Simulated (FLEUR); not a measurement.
# How the volume moves the moments of Nickel

How does the volume change the magnetic state of Nickel?

Calculated with FLEUR MaX-R8.1; LDA (VWN); all-electron FLAPW, Dirac cores, scalar-relativistic bands.

Most raw output is cut from this account.

### 1. Starting point

Symmetry: Fm-3m, No. 225, cubic system. Conventional cell: a = 3.524 Å, b = 3.524 Å, c = 3.524 Å, α = 90.00°, β = 90.00°, γ = 90.00°. Nearest to Ni lie 12 Ni at 2.49 Å.

### 2. Factor 1, start ferro +

The scan starts at the cell as given.

All lengths change alike; the factor is that of the volume. Atoms keep their fractional places. Spheres, Kmax and the mesh are the same at all points, the spheres being those of the tightest cell. inpgen writes inp.xml from crystal.txt; cutoffs, mixing, functional, smearing and local orbitals are then set in the file. The k list default-1 (kpts.xml, not shown) is a Γ-centred 14×14×14 mesh; where the ranks do not divide the number of points, some are split in two of half the weight.

inp.xml

```
<?xml version="1.0" encoding="UTF-8" standalone="no"?>
<fleurInput fleurInputVersion="0.39">
   <comment>
      Ni
   </comment>
   <calculationSetup>
      <cutoffs Kmax="3.73" Gmax="11.2" GmaxXC="11.2" numbands="0"/>
      <scfLoop itmax="110" minDistance="0.00002" maxIterBroyd="15" imix="Anderson" alpha="0.05" precondParam="0.0" spinf="2.0" sdNocoIR="T"/>
      <coreElectrons ctail="T" frcor="F" kcrel="0" coretail_lmax="0"/>
      <xcFunctional name="vwn" relativisticCorrections="F"/>
      <magnetism jspins="2"/>
      <soc l_soc="F" theta="0.0" phi="0.0" spav="F"/>
      <expertModes spex="0" secvar="F"/>
      <geometryOptimization l_f="F" forcealpha="1.0" forcemix="BFGS" epsdisp="0.00001" epsforce="0.00001"/>
      <ldaU l_linMix="F" mixParam="0.05" spinf="1.0"/>
   </calculationSetup>
   <cell>
      <bzIntegration valenceElectrons="18.0" mode="hist" fermiSmearingEnergy="0.00183747">
         <kPointListSelection listName="default-1"/>
         <xi:include xmlns:xi="http://www.w3.org/2001/XInclude" href="kpts.xml"> </xi:include>
      </bzIntegration>
      <xi:include xmlns:xi="http://www.w3.org/2001/XInclude" href="sym.xml"> </xi:include>
      <bulkLattice scale="1.0">
         <bravaisMatrix>
            <row-1>    0.0000000000000000     3.3295745993471009     3.3295745993471009</row-1>
            <row-2>    3.3295745993471009     0.0000000000000000     3.3295745993471009</row-2>
            <row-3>    3.3295745993471009     3.3295745993471009     0.0000000000000000</row-3>
         </bravaisMatrix>
      </bulkLattice>
   </cell>
   <atomSpecies>
      <species name="Nickel (Ni1.000" element="Ni" atomicNumber="28">
         <mtSphere radius="2.2" gridPoints="727" logIncrement="0.017"/>
         <atomicCutoffs lmax="8" lnonsphr="6"/>
         <electronConfig flipSpins="F">
            <coreConfig>(1s1/2) (2s1/2) (2p1/2) (2p3/2)</coreConfig>
            <valenceConfig>(3s1/2) (3p1/2) (3p3/2) (4s1/2) (3d3/2) (3d5/2)</valenceConfig>
            <stateOccupation state="(3d3/2)" spinUp="1.6" spinDown="1.6"/>
            <stateOccupation state="(3d5/2)" spinUp="2.9" spinDown="1.9"/>
         </electronConfig>
         <energyParameters s="4" p="4" d="3" f="4"/>
         <lo type="SCLO" l="0" n="3" eDeriv="0"/>
         <lo type="SCLO" l="1" n="3" eDeriv="0"/>
      </species>
   </atomSpecies>
   <atomGroups>
      <atomGroup species="Nickel (Ni1.000">
         <relPos label="                   1">.0000000000 .0000000000 .0000000000</relPos>
         <force calculate="T" relaxXYZ="TTT"/>
      </atomGroup>
   </atomGroups>
   <output dos="F" band="F" slice="F">
      <bandDOS minEnergy="-.5*Htr" maxEnergy="0.5*Htr" sigma="0.015" storeEVData="T"/>
      <plotting iplot="0" polar="F">
         <plot TwoD="T" vec1="  1.0  0.0  0.0" vec2="  0.0  1.0  0.0" vec3="  0.0  0.0  1.0" zero="  0.0  0.0  0.0" file="plot"/>
      </plotting>
      <moessbauerParams electricFieldGradient="F" isomerShift="F" coreHyperfine="F" valenceHyperfine="F"/>
   </output>
</fleurInput>
```

crystal.txt

```
Ni
&input film=F cartesian=F /
0.00000000000  1.76193500000  1.76193500000
1.76193500000  0.00000000000  1.76193500000
1.76193500000  1.76193500000  0.00000000000
1.8897261246
1.0 1.0 1.0

1
28 0.00000000000  0.00000000000  0.00000000000 : 1.000

&kpt div1=14 div2=14 div3=14 gamma=T /
```

The run is started by

```sh
> OMP_NUM_THREADS=1 inpgen -f crystal.txt > inpgen.log  # inp.xml is then edited as shown
> OMP_NUM_THREADS=1 mpirun -n 4 fleur_MPI > fleur.log
```

Wall time 5.5 s (4 MPI ranks of Intel Xeon Platinum 8375C at 2.90GHz (Ice Lake), shared host); peak memory 0.18 GiB.

Numbers from this step:

| Item | Value |
| --- | --- |
| free energy | -41317.9260 eV |
| program's band gap on this mesh (in a metal only a level spacing) | 0.005174 eV |
| magnetization | 0.5672 μB |
| final state | ferromagnetic |
| largest moment | 0.5945 μB |

After 18 cycles the largest moment stands at 0.595 μB.

### 3. Factor 1, start antiferro q=(0,1/2,1/2) +-

The k list default-1 (kpts.xml, not shown) is a Γ-centred 14×7×14 mesh.

inp.xml, as its differences from that of step 2:

```diff
@@ -17,3 +17,3 @@
    <cell>
-      <bzIntegration valenceElectrons="18.0" mode="hist" fermiSmearingEnergy="0.00183747">
+      <bzIntegration valenceElectrons="36.0" mode="hist" fermiSmearingEnergy="0.00183747">
          <kPointListSelection listName="default-1"/>
@@ -25,4 +25,4 @@
             <row-1>    0.0000000000000000     3.3295745993471009     3.3295745993471009</row-1>
-            <row-2>    3.3295745993471009     0.0000000000000000     3.3295745993471009</row-2>
-            <row-3>    3.3295745993471009     3.3295745993471009     0.0000000000000000</row-3>
+            <row-2>    6.6591491986942017     0.0000000000000000     6.6591491986942017</row-2>
+            <row-3>    6.6591491986942017     3.3295745993471009     3.3295745993471009</row-3>
          </bravaisMatrix>
@@ -44,2 +44,15 @@
       </species>
+      <species name="Nickel (Ni-1.000" element="Ni" atomicNumber="28">
+         <mtSphere radius="2.2" gridPoints="727" logIncrement="0.017"/>
+         <atomicCutoffs lmax="8" lnonsphr="6"/>
+         <electronConfig flipSpins="F">
+            <coreConfig>(1s1/2) (2s1/2) (2p1/2) (2p3/2)</coreConfig>
+            <valenceConfig>(3s1/2) (3p1/2) (3p3/2) (4s1/2) (3d3/2) (3d5/2)</valenceConfig>
+            <stateOccupation state="(3d3/2)" spinUp="1.6" spinDown="1.6"/>
+            <stateOccupation state="(3d5/2)" spinUp="1.9" spinDown="2.9"/>
+         </electronConfig>
+         <energyParameters s="4" p="4" d="3" f="4"/>
+         <lo type="SCLO" l="0" n="3" eDeriv="0"/>
+         <lo type="SCLO" l="1" n="3" eDeriv="0"/>
+      </species>
    </atomSpecies>
@@ -48,2 +61,6 @@
          <relPos label="                   1">.0000000000 .0000000000 .0000000000</relPos>
+         <force calculate="T" relaxXYZ="TTT"/>
+      </atomGroup>
+      <atomGroup species="Nickel (Ni-1.000">
+         <relPos label="                   2">.0000000000 1.000/2.000 .0000000000</relPos>
          <force calculate="T" relaxXYZ="TTT"/>
```

crystal.txt

```
Ni
&input film=F cartesian=F /
0.00000000000  1.76193500000  1.76193500000
3.52387000000  0.00000000000  3.52387000000
3.52387000000  1.76193500000  1.76193500000
1.8897261246
1.0 1.0 1.0

2
28 0.00000000000  0.00000000000  0.00000000000 : 1.000
28 0.00000000000  0.50000000000  0.00000000000 : -1.000

&kpt div1=14 div2=7 div3=14 gamma=T /
```

Elapsed: 100 s, on 4 MPI ranks; peak memory 0.27 GiB; 6.6 min of CPU time.

This step gave:

- free energy: -82635.7727 eV
- program's band gap on this mesh (in a metal only a level spacing): 6.00e-9 eV
- final state: non-magnetic

After 39 cycles the seed has died away: no moment is left.

### 4. Factor 1, start no spin polarisation

The k list default-1 (kpts.xml, not shown) is a Γ-centred 14×14×14 mesh.

inp.xml

```
<?xml version="1.0" encoding="UTF-8" standalone="no"?>
<fleurInput fleurInputVersion="0.39">
   <comment>
      Ni
   </comment>
   <calculationSetup>
      <cutoffs Kmax="3.73" Gmax="11.2" GmaxXC="11.2" numbands="0"/>
      <scfLoop itmax="110" minDistance="0.00002" maxIterBroyd="15" imix="Anderson" alpha="0.05" precondParam="0.0" spinf="2.0" sdNocoIR="T"/>
      <coreElectrons ctail="T" frcor="F" kcrel="0" coretail_lmax="0"/>
      <xcFunctional name="vwn" relativisticCorrections="F"/>
      <magnetism jspins="1"/>
      <soc l_soc="F" theta="0.0" phi="0.0" spav="F"/>
      <expertModes spex="0" secvar="F"/>
      <geometryOptimization l_f="F" forcealpha="1.0" forcemix="BFGS" epsdisp="0.00001" epsforce="0.00001"/>
      <ldaU l_linMix="F" mixParam="0.05" spinf="1.0"/>
   </calculationSetup>
   <cell>
      <bzIntegration valenceElectrons="18.0" mode="hist" fermiSmearingEnergy="0.00183747">
         <kPointListSelection listName="default-1"/>
         <xi:include xmlns:xi="http://www.w3.org/2001/XInclude" href="kpts.xml"> </xi:include>
      </bzIntegration>
      <xi:include xmlns:xi="http://www.w3.org/2001/XInclude" href="sym.xml"> </xi:include>
      <bulkLattice scale="1.0">
         <bravaisMatrix>
            <row-1>    0.0000000000000000     3.3295745993471009     3.3295745993471009</row-1>
            <row-2>    3.3295745993471009     0.0000000000000000     3.3295745993471009</row-2>
            <row-3>    3.3295745993471009     3.3295745993471009     0.0000000000000000</row-3>
         </bravaisMatrix>
      </bulkLattice>
   </cell>
   <atomSpecies>
      <species name="Nickel (Ni)" element="Ni" atomicNumber="28">
         <mtSphere radius="2.2" gridPoints="727" logIncrement="0.017"/>
         <atomicCutoffs lmax="8" lnonsphr="6"/>
         <electronConfig flipSpins="F">
            <coreConfig>(1s1/2) (2s1/2) (2p1/2) (2p3/2)</coreConfig>
            <valenceConfig>(3s1/2) (3p1/2) (3p3/2) (4s1/2) (3d3/2) (3d5/2)</valenceConfig>
            <stateOccupation state="(3d3/2)" spinUp="1.600000" spinDown="1.600000"/>
            <stateOccupation state="(3d5/2)" spinUp="2.400000" spinDown="2.400000"/>
         </electronConfig>
         <energyParameters s="4" p="4" d="3" f="4"/>
         <lo type="SCLO" l="0" n="3" eDeriv="0"/>
         <lo type="SCLO" l="1" n="3" eDeriv="0"/>
      </species>
   </atomSpecies>
   <atomGroups>
      <atomGroup species="Nickel (Ni)">
         <relPos label="                   1">.0000000000 .0000000000 .0000000000</relPos>
         <force calculate="T" relaxXYZ="TTT"/>
      </atomGroup>
   </atomGroups>
   <output dos="F" band="F" slice="F">
      <bandDOS minEnergy="-.5*Htr" maxEnergy="0.5*Htr" sigma="0.015" storeEVData="T"/>
      <plotting iplot="0" polar="F">
         <plot TwoD="T" vec1="  1.0  0.0  0.0" vec2="  0.0  1.0  0.0" vec3="  0.0  0.0  1.0" zero="  0.0  0.0  0.0" file="plot"/>
      </plotting>
      <moessbauerParams electricFieldGradient="F" isomerShift="F" coreHyperfine="F" valenceHyperfine="F"/>
   </output>
</fleurInput>
```

crystal.txt

```
Ni
&input film=F cartesian=F /
0.00000000000  1.76193500000  1.76193500000
1.76193500000  0.00000000000  1.76193500000
1.76193500000  1.76193500000  0.00000000000
1.8897261246
1.0 1.0 1.0

1
28 0.00000000000  0.00000000000  0.00000000000

&kpt div1=14 div2=14 div3=14 gamma=T /
```

The job ended after 2.5 s (4 MPI ranks; peak memory 0.17 GiB; 9.2 s of CPU time).

This step gave:

- free energy: -41317.8864 eV
- program's band gap on this mesh (in a metal only a level spacing): 0.003942 eV
- final state: non-magnetic (no spin polarisation)

### 5. Factor 1.12, start ferro +

The farthest finished point is shown in full.

inp.xml, as its differences from that of step 4:

```diff
@@ -10,3 +10,3 @@
       <xcFunctional name="vwn" relativisticCorrections="F"/>
-      <magnetism jspins="1"/>
+      <magnetism jspins="2"/>
       <soc l_soc="F" theta="0.0" phi="0.0" spav="F"/>
@@ -24,5 +24,5 @@
          <bravaisMatrix>
-            <row-1>    0.0000000000000000     3.3295745993471009     3.3295745993471009</row-1>
-            <row-2>    3.3295745993471009     0.0000000000000000     3.3295745993471009</row-2>
-            <row-3>    3.3295745993471009     3.3295745993471009     0.0000000000000000</row-3>
+            <row-1>    0.0000000000000000     3.4577592938151867     3.4577592938151867</row-1>
+            <row-2>    3.4577592938151867     0.0000000000000000     3.4577592938151867</row-2>
+            <row-3>    3.4577592938151867     3.4577592938151867     0.0000000000000000</row-3>
          </bravaisMatrix>
@@ -31,3 +31,3 @@
    <atomSpecies>
-      <species name="Nickel (Ni)" element="Ni" atomicNumber="28">
+      <species name="Nickel (Ni1.000" element="Ni" atomicNumber="28">
          <mtSphere radius="2.2" gridPoints="727" logIncrement="0.017"/>
@@ -37,4 +37,4 @@
             <valenceConfig>(3s1/2) (3p1/2) (3p3/2) (4s1/2) (3d3/2) (3d5/2)</valenceConfig>
-            <stateOccupation state="(3d3/2)" spinUp="1.600000" spinDown="1.600000"/>
-            <stateOccupation state="(3d5/2)" spinUp="2.400000" spinDown="2.400000"/>
+            <stateOccupation state="(3d3/2)" spinUp="1.6" spinDown="1.6"/>
+            <stateOccupation state="(3d5/2)" spinUp="2.9" spinDown="1.9"/>
          </electronConfig>
@@ -46,3 +46,3 @@
    <atomGroups>
-      <atomGroup species="Nickel (Ni)">
+      <atomGroup species="Nickel (Ni1.000">
          <relPos label="                   1">.0000000000 .0000000000 .0000000000</relPos>
```

crystal.txt

```
Ni
&input film=F cartesian=F /
0.00000000000  1.82976741910  1.82976741910
1.82976741910  0.00000000000  1.82976741910
1.82976741910  1.82976741910  0.00000000000
1.8897261246
1.0 1.0 1.0

1
28 0.00000000000  0.00000000000  0.00000000000 : 1.000

&kpt div1=14 div2=14 div3=14 gamma=T /
```

Wall time 7.6 s (4 MPI ranks); peak memory 0.18 GiB.

Spin moment in the muffin-tin sphere by atom:

```
atom  spin moment in the muffin-tin sphere (μB)
 Ni1                                      0.683
```

This step gave:

* free energy: -41317.7155 eV
* program's band gap on this mesh (in a metal only a level spacing): 4.49e-4 eV
* magnetization: 0.6482 μB
* final state: ferromagnetic

After 19 cycles the largest moment stands at 0.683 μB.

### 6. Factor 1.12, start antiferro q=(0,1/2,1/2) +-

The k list default-1 (kpts.xml, not shown) is a Γ-centred 14×7×14 mesh.

inp.xml, as its differences from that of step 5:

```diff
@@ -17,3 +17,3 @@
    <cell>
-      <bzIntegration valenceElectrons="18.0" mode="hist" fermiSmearingEnergy="0.00183747">
+      <bzIntegration valenceElectrons="36.0" mode="hist" fermiSmearingEnergy="0.00183747">
          <kPointListSelection listName="default-1"/>
@@ -24,5 +24,5 @@
          <bravaisMatrix>
-            <row-1>    0.0000000000000000     3.4577592938151867     3.4577592938151867</row-1>
-            <row-2>    3.4577592938151867     0.0000000000000000     3.4577592938151867</row-2>
-            <row-3>    3.4577592938151867     3.4577592938151867     0.0000000000000000</row-3>
+            <row-1>    0.0000000000000000     3.4577592937395978     3.4577592937962893</row-1>
+            <row-2>    6.9155185874602978    -0.0000000000377945     6.9155185875169902</row-2>
+            <row-3>    6.9155185874414009     3.4577592937773920     3.4577592937773920</row-3>
          </bravaisMatrix>
@@ -44,2 +44,15 @@
       </species>
+      <species name="Nickel (Ni-1.000" element="Ni" atomicNumber="28">
+         <mtSphere radius="2.2" gridPoints="727" logIncrement="0.017"/>
+         <atomicCutoffs lmax="8" lnonsphr="6"/>
+         <electronConfig flipSpins="F">
+            <coreConfig>(1s1/2) (2s1/2) (2p1/2) (2p3/2)</coreConfig>
+            <valenceConfig>(3s1/2) (3p1/2) (3p3/2) (4s1/2) (3d3/2) (3d5/2)</valenceConfig>
+            <stateOccupation state="(3d3/2)" spinUp="1.6" spinDown="1.6"/>
+            <stateOccupation state="(3d5/2)" spinUp="1.9" spinDown="2.9"/>
+         </electronConfig>
+         <energyParameters s="4" p="4" d="3" f="4"/>
+         <lo type="SCLO" l="0" n="3" eDeriv="0"/>
+         <lo type="SCLO" l="1" n="3" eDeriv="0"/>
+      </species>
    </atomSpecies>
@@ -48,2 +61,6 @@
          <relPos label="                   1">.0000000000 .0000000000 .0000000000</relPos>
+         <force calculate="T" relaxXYZ="TTT"/>
+      </atomGroup>
+      <atomGroup species="Nickel (Ni-1.000">
+         <relPos label="                   2">.0000000000 1.000/2.000 .0000000000</relPos>
          <force calculate="T" relaxXYZ="TTT"/>
```

crystal.txt

```
Ni
&input film=F cartesian=F /
0.00000000000  1.82976741906  1.82976741909
3.65953483811  -0.00000000002  3.65953483814
3.65953483810  1.82976741908  1.82976741908
1.8897261246
1.0 1.0 1.0

2
28 0.00000000000  0.00000000000  0.00000000000 : 1.000
28 0.00000000000  0.50000000000  0.00000000000 : -1.000

&kpt div1=14 div2=7 div3=14 gamma=T /
```

Run time: 3.1 min. Hardware: 4 MPI ranks; peak memory 0.28 GiB.

Read from the output:

* free energy: -82635.3383 eV
* program's band gap on this mesh (in a metal only a level spacing): 2.50e-9 eV
* final state: non-magnetic

After 53 cycles the seed has died away: no moment is left.

### 7. The series

In all 27 runs were made at the factors 0.88, 0.91, 0.94, 0.97, 1, 1.03, 1.06, 1.09 and 1.12, of which 27 converged. The tables hold the factors at which the parallel start converged, and CPU times count converged runs alone. Differences are of free energies.

Final states:

| volume factor | ferro + | antiferro q=(0,1/2,1/2) +- | no spin polarisation | CPU time (s) |
| --- | --- | --- | --- | --- |
| 0.88 | ferromagnetic | non-magnetic | non-magnetic | 394.1 |
| 0.91 | ferromagnetic | non-magnetic | non-magnetic | 332.8 |
| 0.94 | ferromagnetic | non-magnetic | non-magnetic | 375.6 |
| 0.97 | ferromagnetic | non-magnetic | non-magnetic | 422.8 |
| 1 | ferromagnetic | non-magnetic | non-magnetic | 428.6 |
| 1.03 | ferromagnetic | non-magnetic | non-magnetic | 465.4 |
| 1.06 | ferromagnetic | non-magnetic | non-magnetic | 458 |
| 1.09 | ferromagnetic | non-magnetic | non-magnetic | 675.4 |
| 1.12 | ferromagnetic | non-magnetic | non-magnetic | 788.1 |

Table of energy over the lowest point, ferro + by volume factor:

| volume factor | energy over the lowest point, ferro + (meV a primitive cell) |
| --- | --- |
| 0.8800 | 16.4 |
| 0.9100 | 0 |
| 0.9400 | 0.705 |
| 0.9700 | 19.9 |
| 1.0000 | 50.8 |
| 1.0300 | 92.3 |
| 1.0600 | 143 |
| 1.0900 | 200 |
| 1.1200 | 261 |

Largest sphere moment against volume factor:

```csv
volume factor,ferro + (μB),"antiferro q=(0,1/2,1/2) +- (μB)"
0.8800,0.556,0
0.9100,0.562,0
0.9400,0.571,0
0.9700,0.581,0
1.0000,0.595,0
1.0300,0.610,0
1.0600,0.631,0
1.0900,0.657,0
1.1200,0.683,1.0e-5
```

The net moment, ferro + by volume factor:

```csv
volume factor,"net moment, ferro + (μB a primitive cell)"
0.8800,0.536
0.9100,0.541
0.9400,0.548
0.9700,0.556
1.0000,0.567
1.0300,0.581
1.0600,0.600
1.0900,0.624
1.1200,0.648
```

Energy less that of the parallel start against volume factor; values in meV a seeded atom:

```
volume factor  antiferro q=(0,1/2,1/2) +-  no spin polarisation
       0.8800                        33.3                  33.3
       0.9100                        35.1                  35.1
       0.9400                        36.6                  36.6
       0.9700                        38.1                  38.1
       1.0000                        39.6                  39.6
       1.0300                        41.1                  41.1
       1.0600                        42.7                  42.7
       1.0900                        44.5                  44.5
       1.1200                        46.3                  46.3
```

### 8. Summary of results

```json
{
 "largest moment, parallel start": "0.556 μB at 0.88, 0.683 μB at 1.12",
 "net moment, parallel start": "0.536 to 0.648 μB a primitive cell",
 "start antiferro q=(0,1/2,1/2) +- less the parallel start": "+33.3 meV at 0.88, +46.3 meV at 1.12, a seeded atom",
 "spinless run less the parallel start": "+33.3 meV at 0.88, +46.3 meV at 1.12, a seeded atom"
}
```

In words: The largest moment of the parallel start goes from 0.556 μB at 0.88 to 0.683 μB at 1.12. Its energy is least at 0.91 of the points run. The start antiferro q=(0,1/2,1/2) +- lies over the parallel start at every point where both finished. The spinless run lies over the parallel start at every point where both finished. The opposed order is one of several, taken for its small cell; another can lie lower, so the scan does not name the ground state. Atoms were not relaxed at any point.

[Logs and program files are shortened in this print: banners, set-up blocks, solver, clock and traceback lines can be left out without a mark of their own.]

[Logs are printed without paths, hosts, clocks, repeated set-up lines and the standing remarks that a program may print on its own settings, such as how far it seeks lower states.]

[Hosts, paths, dates, database ids (printed as entryN), source tags and the programs' standing remarks are cut or masked in the printed files.]

[Where a cell is said to come from a database of computed structures, the database is the Materials Project.]
